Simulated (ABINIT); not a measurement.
# ScHO2 (R-3m): a self-consistent loop beyond G0W0, cycle by cycle, part 2 of 3

Aim: iterate the self-energy on ScHO2 (R-3m) and follow the gap from cycle to cycle.

ABINIT 10.8.3; PBEsol and many-body steps on it, plane waves. Known limits of the many-body steps: not at the basis limit.

So far. Step 5 (evGW0, cycle 1): Against G0W0 in ABINIT (4×4×4 mesh, 61 bands, screening to 130.6 eV, Godby-Needs plasmon pole), the gap moves by +0.576 eV. This first cycle still uses the starting levels; it takes the full correction, at all points of the mesh, and its linearised value is 6.635 eV. Step 6 (evGW0, cycle 2): Against the cycle before, the gap moves by −0.091 eV.

## 7. evGW0, cycle 3

Level of this step: evGW0 on PBEsol, plane waves, norm-conserving pseudopotentials (ABINIT).

run.abi

```
acell 3*1.0 Angstrom
rprim 
  1.616589043500 0.933338119408 4.530924155205
  -1.616589043500 0.933338119408 4.530924155205
  0.000000000000 -1.866676238893 4.530924155189
ntypat 3
znucl 21 1 8
natom 4
typat 1 2 3 3
xred 
  0.000000000000 0.000000000000 0.000000000000
  0.500000000000 0.500000000000 0.500000000000
  0.589701000000 0.589701000000 0.589701000000
  0.410299000000 0.410299000000 0.410299000000
pp_dirpath "pseudos"
pseudos "Sc.upf, H.upf, O.upf"
ecut 36
ngkpt 4 4 4
nshiftk 1
shiftk 0 0 0
kptopt 1
chksymbreak 0
istwfk *1
occopt 1
irdwfk 1
optdriver 4
nband 61
gwcalctyp 10
ecutsigx 36
symsigma 1
nkptgw 13
kptgw 
  0.0000000000 0.0000000000 0.0000000000
  0.2500000000 0.0000000000 0.0000000000
  0.5000000000 0.0000000000 0.0000000000
  0.2500000000 0.2500000000 0.0000000000
  0.5000000000 0.2500000000 0.0000000000
  -0.2500000000 0.2500000000 0.0000000000
  0.5000000000 0.5000000000 0.0000000000
  0.2500000000 0.2500000000 0.2500000000
  0.5000000000 0.2500000000 0.2500000000
  -0.2500000000 0.2500000000 0.2500000000
  0.5000000000 0.5000000000 0.2500000000
  -0.2500000000 0.5000000000 0.2500000000
  0.5000000000 0.5000000000 0.5000000000
bdgw 
  7 16
  7 16
  7 16
  7 16
  7 16
  7 16
  7 16
  7 16
  7 16
  7 16
  7 16
  7 16
  7 16
ecuteps 4.8
irdscr 1
ppmodel 1
irdqps 1
indata_prefix "in"
outdata_prefix "out"
tmpdata_prefix "tmp"
```

Run with:

```sh
$ OMP_NUM_THREADS=1 mpirun -n 8 abinit run.abi > log
```

Log:

```text
.Version 10.8.3 of ABINIT. v10.8.2 released Aug 2026.

 Symmetries : space group R-3 m (#166); Bravais hR (rhombohedral)
[... echo of the input left out ...]
== DATASET  1 ==================================================================
-   mpi_nproc: 8, omp_nthreads: 1 (-1 if OMP is not activated)

--- !DatasetInfo
iteration_state: {dtset: 1, }
dimensions: {natom: 4, nkpt: 13, mband: 61, nsppol: 1, nspinor: 1, nspden: 1, mpw: 2864, }
cutoff_energies: {ecut:  36.0, pawecutdg:  -1.0, }
[...]
.  kptgw no:  3; Maximum DeltaE = (  -0.006   0.000) for band index: 10
[...]
.  kptgw no: 12; Maximum DeltaE = (  -0.007   0.000) for band index: 10
.  kptgw no: 13; Maximum DeltaE = (  -0.002   0.000) for band index:  1

== END DATASET(S) ==============================================================
================================================================================

 -outvars: echo values of variables after computation  --------
           etotal      0.0000000000E+00
            nband          61
             nkpt          13
          spgroup         166
 [... the other variables as echoed above ...]

 Calculation completed.
```

The job ended after 52 s (8 MPI ranks of Arm Neoverse V2, shared host; peak memory 3.3 GiB; 6.9 min of CPU time).

This step gave:

```yaml
quasiparticle_gap_on_the_mesh: 7.111 eV
gap_of_the_density_functional_on_the_mesh: 4.075 eV
k_of_the_valence_top: 0, 0, 0
k_of_the_conduction_bottom: 0.5, 0.5, 0
least_direct_quasiparticle_gap_on_the_computed_points: 7.655 eV
```

Against the cycle before, the gap moves by −0.009 eV.

## 8. Screening, 4×4×4 mesh, 61 bands, screening to 130.6 eV

This step: RPA screening on PBEsol, plane waves, norm-conserving pseudopotentials.

run.abi

```
acell 3*1.0 Angstrom
rprim 
  1.616589043500 0.933338119408 4.530924155205
  -1.616589043500 0.933338119408 4.530924155205
  0.000000000000 -1.866676238893 4.530924155189
ntypat 3
znucl 21 1 8
natom 4
typat 1 2 3 3
xred 
  0.000000000000 0.000000000000 0.000000000000
  0.500000000000 0.500000000000 0.500000000000
  0.589701000000 0.589701000000 0.589701000000
  0.410299000000 0.410299000000 0.410299000000
pp_dirpath "pseudos"
pseudos "Sc.upf, H.upf, O.upf"
ecut 36
ngkpt 4 4 4
nshiftk 1
shiftk 0 0 0
kptopt 1
chksymbreak 0
istwfk *1
occopt 1
irdwfk 1
optdriver 3
nband 61
ecuteps 4.8
inclvkb 2
awtr 1
symchi 1
gwcalctyp 10
mbpt_sciss 3.282 eV
nqptdm 1
qptdm 
  0 0 0
indata_prefix "in"
outdata_prefix "out"
tmpdata_prefix "tmp"
```

Log:

```text
.Version 10.8.3 of ABINIT. v10.8.2 released Aug 2026.

 Symmetries : space group R-3 m (#166); Bravais hR (rhombohedral)
[... echo of the input left out ...]
== DATASET  1 ==================================================================
-   mpi_nproc: 8, omp_nthreads: 1 (-1 if OMP is not activated)

--- !DatasetInfo
iteration_state: {dtset: 1, }
dimensions: {natom: 4, nkpt: 13, mband: 61, nsppol: 1, nspinor: 1, nspden: 1, mpw: 2864, }
cutoff_energies: {ecut:  36.0, pawecutdg:  -1.0, }
electrons: {nelect:   2.40000000E+01, charge:   0.00000000E+00, occopt:   1.00000000E+00, tsmear:   1.00000000E-02, }

 SCREENING: Calculation of the susceptibility and dielectric matrices

 Based on a program developped by R.W. Godby, V. Olevano, G. Onida, and L. Reining.
 Incorporated in ABINIT by V. Olevano, G.-M. Rignanese, and M. Torrent.
.Using double precision arithmetic ; gwpc =  8

[... cell and pseudopotentials left out ...]
--------------------------------------------------------------------------------

 ==== K-mesh for the wavefunctions ====
 Number of points in the irreducible wedge :    13
[... list of points left out ...]
 Together with 12 symmetry operations and time-reversal symmetry
 yields    64 points in the full Brillouin Zone.

 ==== Q-mesh for the screening function ====
 Number of points in the irreducible wedge :    13
[... list of points left out ...]
 Together with 12 symmetry operations and time-reversal symmetry
 yields    64 points in the full Brillouin Zone.

 setmesh: FFT mesh size selected  =    36x   36x   36
          total number of points  =        46656

 vcoul_init : cutoff-mode = AUXILIARY_FUNCTION
 q-points for optical limit:   1
     1)      0.000010    0.000020    0.000030

 Dielectric matrix will be calculated only for some
 selected q points provided by the user through the input variables
 nqptdm and qptdm

- screening: taking advantage of time-reversal symmetry
- Maximum band index for partially occupied states nbvw = 12
- Remaining bands to be divided among processors   nbcw = 49
- Number of bands treated by each node ~6

 rdqps: reading QP wavefunctions of the previous step
        looking for file in_QPS
 file not found, 1st iteration initialized with KS eigenelements

 screening : performing a first self-consistency
 update of the energies in W by a scissor operator
 applying a scissor operator of [eV] :   3.282

 Number of electrons calculated from density =   24.0000; Expected =   24.0000
 average of density, n =  0.086704
 r_s =    1.4016
 omega_plasma =   28.4037 [eV]

 calculating chi0 at frequencies [eV] :
  1    0.000000E+00    0.000000E+00
  2    0.000000E+00    2.840368E+01

--------------------------------------------------------------------------------
  q-point number  1        q = ( 0.000000, 0.000000, 0.000000) [r.l.u.]
--------------------------------------------------------------------------------
[... chi0 elements left out ...]
 For q-point:  0.000010 0.000020 0.000030
  dielectric constant =   3.1412
  dielectric constant without local fields =   3.3665

  Average fulfillment of the sum rule on Im[epsilon] for q-point    1 :     59.06  [%]
[... wings left out ...]
== END DATASET(S) ==============================================================
================================================================================

 -outvars: echo values of variables after computation  --------
           etotal      0.0000000000E+00
            nband          61
             nkpt          13
          spgroup         166
 [... the other variables as echoed above ...]

 Calculation completed.
```

Wall time 4 s (8 MPI ranks); peak memory 1.6 GiB.

This step gave:

```
ε∞ with local fields, on this mesh, along the program's q direction : 3.141
the same without local fields                                       : 3.366
plasma frequency                                                    : 28.40 eV
plane waves in the screening matrix                                 : 135
```

This screening uses the functional's bands under a rigid shift, the mean opening of the cycle before.

## 9. Screening, 4×4×4 mesh, 61 bands, screening to 130.6 eV

This step: RPA screening on PBEsol from quasiparticle energies, plane waves, norm-conserving pseudopotentials.

Edit run.abi of step 8 so:

```diff
@@ -31,7 +31,18 @@
 symchi 1
+irdqps 1
 gwcalctyp 10
-mbpt_sciss 3.282 eV
-nqptdm 1
+nqptdm 12
 qptdm 
-  0 0 0
+  0.2500000000 0.0000000000 0.0000000000
+  0.5000000000 0.0000000000 0.0000000000
+  0.2500000000 0.2500000000 0.0000000000
+  0.5000000000 0.2500000000 0.0000000000
+  -0.2500000000 0.2500000000 0.0000000000
+  0.5000000000 0.5000000000 0.0000000000
+  0.2500000000 0.2500000000 0.2500000000
+  0.5000000000 0.2500000000 0.2500000000
+  -0.2500000000 0.2500000000 0.2500000000
+  0.5000000000 0.5000000000 0.2500000000
+  -0.2500000000 0.5000000000 0.2500000000
+  0.5000000000 0.5000000000 0.5000000000
 indata_prefix "in"
```

mrgscr.stdin

```
2
merged
q0_SCR
out_SCR
1
```

Run with:

```sh
$ OMP_NUM_THREADS=1 mpirun -n 8 abinit run.abi > log; mrgscr < mrgscr.stdin
```

Log:

```text
.Version 10.8.3 of ABINIT. v10.8.2 released Aug 2026.

 Symmetries : space group R-3 m (#166); Bravais hR (rhombohedral)
[... echo of the input left out ...]
== DATASET  1 ==================================================================
-   mpi_nproc: 8, omp_nthreads: 1 (-1 if OMP is not activated)

--- !DatasetInfo
iteration_state: {dtset: 1, }
dimensions: {natom: 4, nkpt: 13, mband: 61, nsppol: 1, nspinor: 1, nspden: 1, mpw: 2864, }
cutoff_energies: {ecut:  36.0, pawecutdg:  -1.0, }
[...]
q-point number  1        q = ( 0.250000, 0.000000, 0.000000) [r.l.u.]
--------------------------------------------------------------------------------
[... chi0 elements left out ...]
  Average fulfillment of the sum rule on Im[epsilon] for q-point    2 :     69.84  [%]

--------------------------------------------------------------------------------
  q-point number  2        q = ( 0.500000, 0.000000, 0.000000) [r.l.u.]
--------------------------------------------------------------------------------
[... chi0 elements left out ...]
  Average fulfillment of the sum rule on Im[epsilon] for q-point    3 :     62.19  [%]

 [... 10 further q-points ...]
```

Wall time 21 s (8 MPI ranks); peak memory 2 GiB.

This step gave:

```yaml
plasma_frequency: 28.40 eV
plane_waves_in_the_screening_matrix: 135
```

This screening reads the quasiparticle levels of the cycle before.

## 10. evGW, cycle 1

This step: evGW on PBEsol, plane waves, norm-conserving pseudopotentials.

Edit run.abi of step 9 so:

```diff
@@ -25,12 +25,10 @@
 irdwfk 1
-optdriver 3
+optdriver 4
 nband 61
-ecuteps 4.8
-inclvkb 2
-awtr 1
-symchi 1
-irdqps 1
 gwcalctyp 10
-nqptdm 12
-qptdm 
+ecutsigx 36
+symsigma 1
+nkptgw 13
+kptgw 
+  0.0000000000 0.0000000000 0.0000000000
   0.2500000000 0.0000000000 0.0000000000
@@ -47,2 +45,20 @@
   0.5000000000 0.5000000000 0.5000000000
+bdgw 
+  7 16
+  7 16
+  7 16
+  7 16
+  7 16
+  7 16
+  7 16
+  7 16
+  7 16
+  7 16
+  7 16
+  7 16
+  7 16
+ecuteps 4.8
+irdscr 1
+ppmodel 1
+irdqps 1
 indata_prefix "in"
```

Run with:

```sh
$ OMP_NUM_THREADS=1 mpirun -n 8 abinit run.abi > log
```

Log:

```text
.Version 10.8.3 of ABINIT. v10.8.2 released Aug 2026.

 Symmetries : space group R-3 m (#166); Bravais hR (rhombohedral)
[... echo of the input left out ...]
== DATASET  1 ==================================================================
-   mpi_nproc: 8, omp_nthreads: 1 (-1 if OMP is not activated)

--- !DatasetInfo
iteration_state: {dtset: 1, }
dimensions: {natom: 4, nkpt: 13, mband: 61, nsppol: 1, nspinor: 1, nspden: 1, mpw: 2864, }
cutoff_energies: {ecut:  36.0, pawecutdg:  -1.0, }
[...]
.  kptgw no:  3; Maximum DeltaE = (  -0.272  -0.003) for band index:  9
[...]
.  kptgw no: 12; Maximum DeltaE = (  -0.246   0.000) for band index:  1
.  kptgw no: 13; Maximum DeltaE = (  -0.273  -0.000) for band index: 10

== END DATASET(S) ==============================================================
================================================================================

 -outvars: echo values of variables after computation  --------
           etotal      0.0000000000E+00
            nband          61
             nkpt          13
          spgroup         166
 [... the other variables as echoed above ...]

 Calculation completed.
```

Wall time 52 s (8 MPI ranks); peak memory 3.3 GiB; 7 min of CPU time.

Numbers from this step:

* quasiparticle gap on the mesh: 7.724 eV
* gap of the density functional on the mesh: 4.075 eV
* k of the valence top: 0, 0, 0
* k of the conduction bottom: 0.5, 0.5, 0
* least direct quasiparticle gap on the computed points: 8.289 eV

Against G0W0 in ABINIT (4×4×4 mesh, 61 bands, screening to 130.6 eV, Godby-Needs plasmon pole), the gap moves by +1.089 eV.

## 11. Screening, 4×4×4 mesh, 61 bands, screening to 130.6 eV

This step: RPA screening on PBEsol, plane waves, norm-conserving pseudopotentials.

run.abi

```
acell 3*1.0 Angstrom
rprim 
  1.616589043500 0.933338119408 4.530924155205
  -1.616589043500 0.933338119408 4.530924155205
  0.000000000000 -1.866676238893 4.530924155189
ntypat 3
znucl 21 1 8
natom 4
typat 1 2 3 3
xred 
  0.000000000000 0.000000000000 0.000000000000
  0.500000000000 0.500000000000 0.500000000000
  0.589701000000 0.589701000000 0.589701000000
  0.410299000000 0.410299000000 0.410299000000
pp_dirpath "pseudos"
pseudos "Sc.upf, H.upf, O.upf"
ecut 36
ngkpt 4 4 4
nshiftk 1
shiftk 0 0 0
kptopt 1
chksymbreak 0
istwfk *1
occopt 1
irdwfk 1
optdriver 3
nband 61
ecuteps 4.8
inclvkb 2
awtr 1
symchi 1
gwcalctyp 10
mbpt_sciss 3.934 eV
nqptdm 1
qptdm 
  0 0 0
indata_prefix "in"
outdata_prefix "out"
tmpdata_prefix "tmp"
```

Log:

```text
.Version 10.8.3 of ABINIT. v10.8.2 released Aug 2026.

 Symmetries : space group R-3 m (#166); Bravais hR (rhombohedral)
[... echo of the input left out ...]
== DATASET  1 ==================================================================
-   mpi_nproc: 8, omp_nthreads: 1 (-1 if OMP is not activated)

--- !DatasetInfo
iteration_state: {dtset: 1, }
dimensions: {natom: 4, nkpt: 13, mband: 61, nsppol: 1, nspinor: 1, nspden: 1, mpw: 2864, }
cutoff_energies: {ecut:  36.0, pawecutdg:  -1.0, }
[...]
[... chi0 elements left out ...]
 For q-point:  0.000010 0.000020 0.000030
  dielectric constant =   3.0380
  dielectric constant without local fields =   3.2489

  Average fulfillment of the sum rule on Im[epsilon] for q-point    1 :     60.21  [%]
[... wings left out ...]
== END DATASET(S) ==============================================================
================================================================================

 -outvars: echo values of variables after computation  --------
           etotal      0.0000000000E+00
            nband          61
             nkpt          13
          spgroup         166
 [... the other variables as echoed above ...]

 Calculation completed.
```

Run time: 4 s. Hardware: 8 MPI ranks; peak memory 1.6 GiB; 31 s of CPU time.

Numbers from this step:

```
ε∞ with local fields, on this mesh, along the program's q direction : 3.038
the same without local fields                                       : 3.249
plasma frequency                                                    : 28.40 eV
plane waves in the screening matrix                                 : 135
```

This screening uses the functional's bands under a rigid shift, the mean opening of the cycle before.

## 12. Screening, 4×4×4 mesh, 61 bands, screening to 130.6 eV

This step: RPA screening on PBEsol from quasiparticle energies, plane waves, norm-conserving pseudopotentials.

Edit run.abi of step 11 so:

```diff
@@ -31,7 +31,18 @@
 symchi 1
+irdqps 1
 gwcalctyp 10
-mbpt_sciss 3.934 eV
-nqptdm 1
+nqptdm 12
 qptdm 
-  0 0 0
+  0.2500000000 0.0000000000 0.0000000000
+  0.5000000000 0.0000000000 0.0000000000
+  0.2500000000 0.2500000000 0.0000000000
+  0.5000000000 0.2500000000 0.0000000000
+  -0.2500000000 0.2500000000 0.0000000000
+  0.5000000000 0.5000000000 0.0000000000
+  0.2500000000 0.2500000000 0.2500000000
+  0.5000000000 0.2500000000 0.2500000000
+  -0.2500000000 0.2500000000 0.2500000000
+  0.5000000000 0.5000000000 0.2500000000
+  -0.2500000000 0.5000000000 0.2500000000
+  0.5000000000 0.5000000000 0.5000000000
 indata_prefix "in"
```

mrgscr.stdin is that of step 9.

Run with:

```sh
$ OMP_NUM_THREADS=1 mpirun -n 8 abinit run.abi > log; mrgscr < mrgscr.stdin
```

Log:

```text
.Version 10.8.3 of ABINIT. v10.8.2 released Aug 2026.

 Symmetries : space group R-3 m (#166); Bravais hR (rhombohedral)
[... echo of the input left out ...]
== DATASET  1 ==================================================================
-   mpi_nproc: 8, omp_nthreads: 1 (-1 if OMP is not activated)

--- !DatasetInfo
iteration_state: {dtset: 1, }
dimensions: {natom: 4, nkpt: 13, mband: 61, nsppol: 1, nspinor: 1, nspden: 1, mpw: 2864, }
cutoff_energies: {ecut:  36.0, pawecutdg:  -1.0, }
[...]
q-point number  1        q = ( 0.250000, 0.000000, 0.000000) [r.l.u.]
--------------------------------------------------------------------------------
[... chi0 elements left out ...]
  Average fulfillment of the sum rule on Im[epsilon] for q-point    2 :     70.99  [%]

--------------------------------------------------------------------------------
  q-point number  2        q = ( 0.500000, 0.000000, 0.000000) [r.l.u.]
--------------------------------------------------------------------------------
[... chi0 elements left out ...]
  Average fulfillment of the sum rule on Im[epsilon] for q-point    3 :     62.93  [%]

 [... 10 further q-points ...]
```

The job ended after 22 s (8 MPI ranks; peak memory 2 GiB).

Numbers from this step:

```yaml
plasma_frequency: 28.40 eV
plane_waves_in_the_screening_matrix: 135
```

This screening reads the quasiparticle levels of the cycle before.

## 13. evGW, cycle 2

This step: evGW on PBEsol, plane waves, norm-conserving pseudopotentials.

Edit run.abi of step 12 so:

```diff
@@ -25,12 +25,10 @@
 irdwfk 1
-optdriver 3
+optdriver 4
 nband 61
-ecuteps 4.8
-inclvkb 2
-awtr 1
-symchi 1
-irdqps 1
 gwcalctyp 10
-nqptdm 12
-qptdm 
+ecutsigx 36
+symsigma 1
+nkptgw 13
+kptgw 
+  0.0000000000 0.0000000000 0.0000000000
   0.2500000000 0.0000000000 0.0000000000
@@ -47,2 +45,20 @@
   0.5000000000 0.5000000000 0.5000000000
+bdgw 
+  7 16
+  7 16
+  7 16
+  7 16
+  7 16
+  7 16
+  7 16
+  7 16
+  7 16
+  7 16
+  7 16
+  7 16
+  7 16
+ecuteps 4.8
+irdscr 1
+ppmodel 1
+irdqps 1
 indata_prefix "in"
```

Run with:

```sh
$ OMP_NUM_THREADS=1 mpirun -n 8 abinit run.abi > log
```

Log:

```text
.Version 10.8.3 of ABINIT. v10.8.2 released Aug 2026.

 Symmetries : space group R-3 m (#166); Bravais hR (rhombohedral)
[... echo of the input left out ...]
== DATASET  1 ==================================================================
-   mpi_nproc: 8, omp_nthreads: 1 (-1 if OMP is not activated)

--- !DatasetInfo
iteration_state: {dtset: 1, }
dimensions: {natom: 4, nkpt: 13, mband: 61, nsppol: 1, nspinor: 1, nspden: 1, mpw: 2864, }
cutoff_energies: {ecut:  36.0, pawecutdg:  -1.0, }
[...]
.  kptgw no:  3; Maximum DeltaE = (  -0.037  -0.000) for band index:  2
[...]
.  kptgw no: 12; Maximum DeltaE = (  -0.036  -0.000) for band index:  9
.  kptgw no: 13; Maximum DeltaE = (  -0.037   0.000) for band index:  1

== END DATASET(S) ==============================================================
================================================================================

 -outvars: echo values of variables after computation  --------
           etotal      0.0000000000E+00
            nband          61
             nkpt          13
          spgroup         166
 [... the other variables as echoed above ...]

 Calculation completed.
```

The job ended after 52 s (8 MPI ranks; peak memory 3.3 GiB).

This step gave:

* quasiparticle gap on the mesh: 7.813 eV
* gap of the density functional on the mesh: 4.075 eV
* k of the valence top: 0, 0, 0
* k of the conduction bottom: 0.5, 0.5, 0
* least direct quasiparticle gap on the computed points: 8.38 eV

Against the cycle before, the gap moves by +0.089 eV.

[end of part 2 of 3]

[Paths, hosts, dates, memory and timing lines, banners, echoed tables and standing remarks are left out of the program output.]

[Logs are printed without paths, hosts, clocks, repeated set-up lines and the standing remarks that a program may print on its own settings, such as how far it seeks lower states.]

[Runs of the session that timed out or met a known fault of the program may be left out.]

[Hosts, paths, dates, database ids (printed as entryN), source tags and the programs' standing remarks are cut or masked in the printed files.]

[G0W0 gaps are taken among the corrected bands and points alone; a level outside them can change the order at an edge.]

[Where Ansatz stands beside ABINIT at settings called matched, ABINIT's density can come from a denser mesh and the files from another edition; pairs whose starting gaps differed by over 0.03 eV were left out, so agreement reads better than it is.]
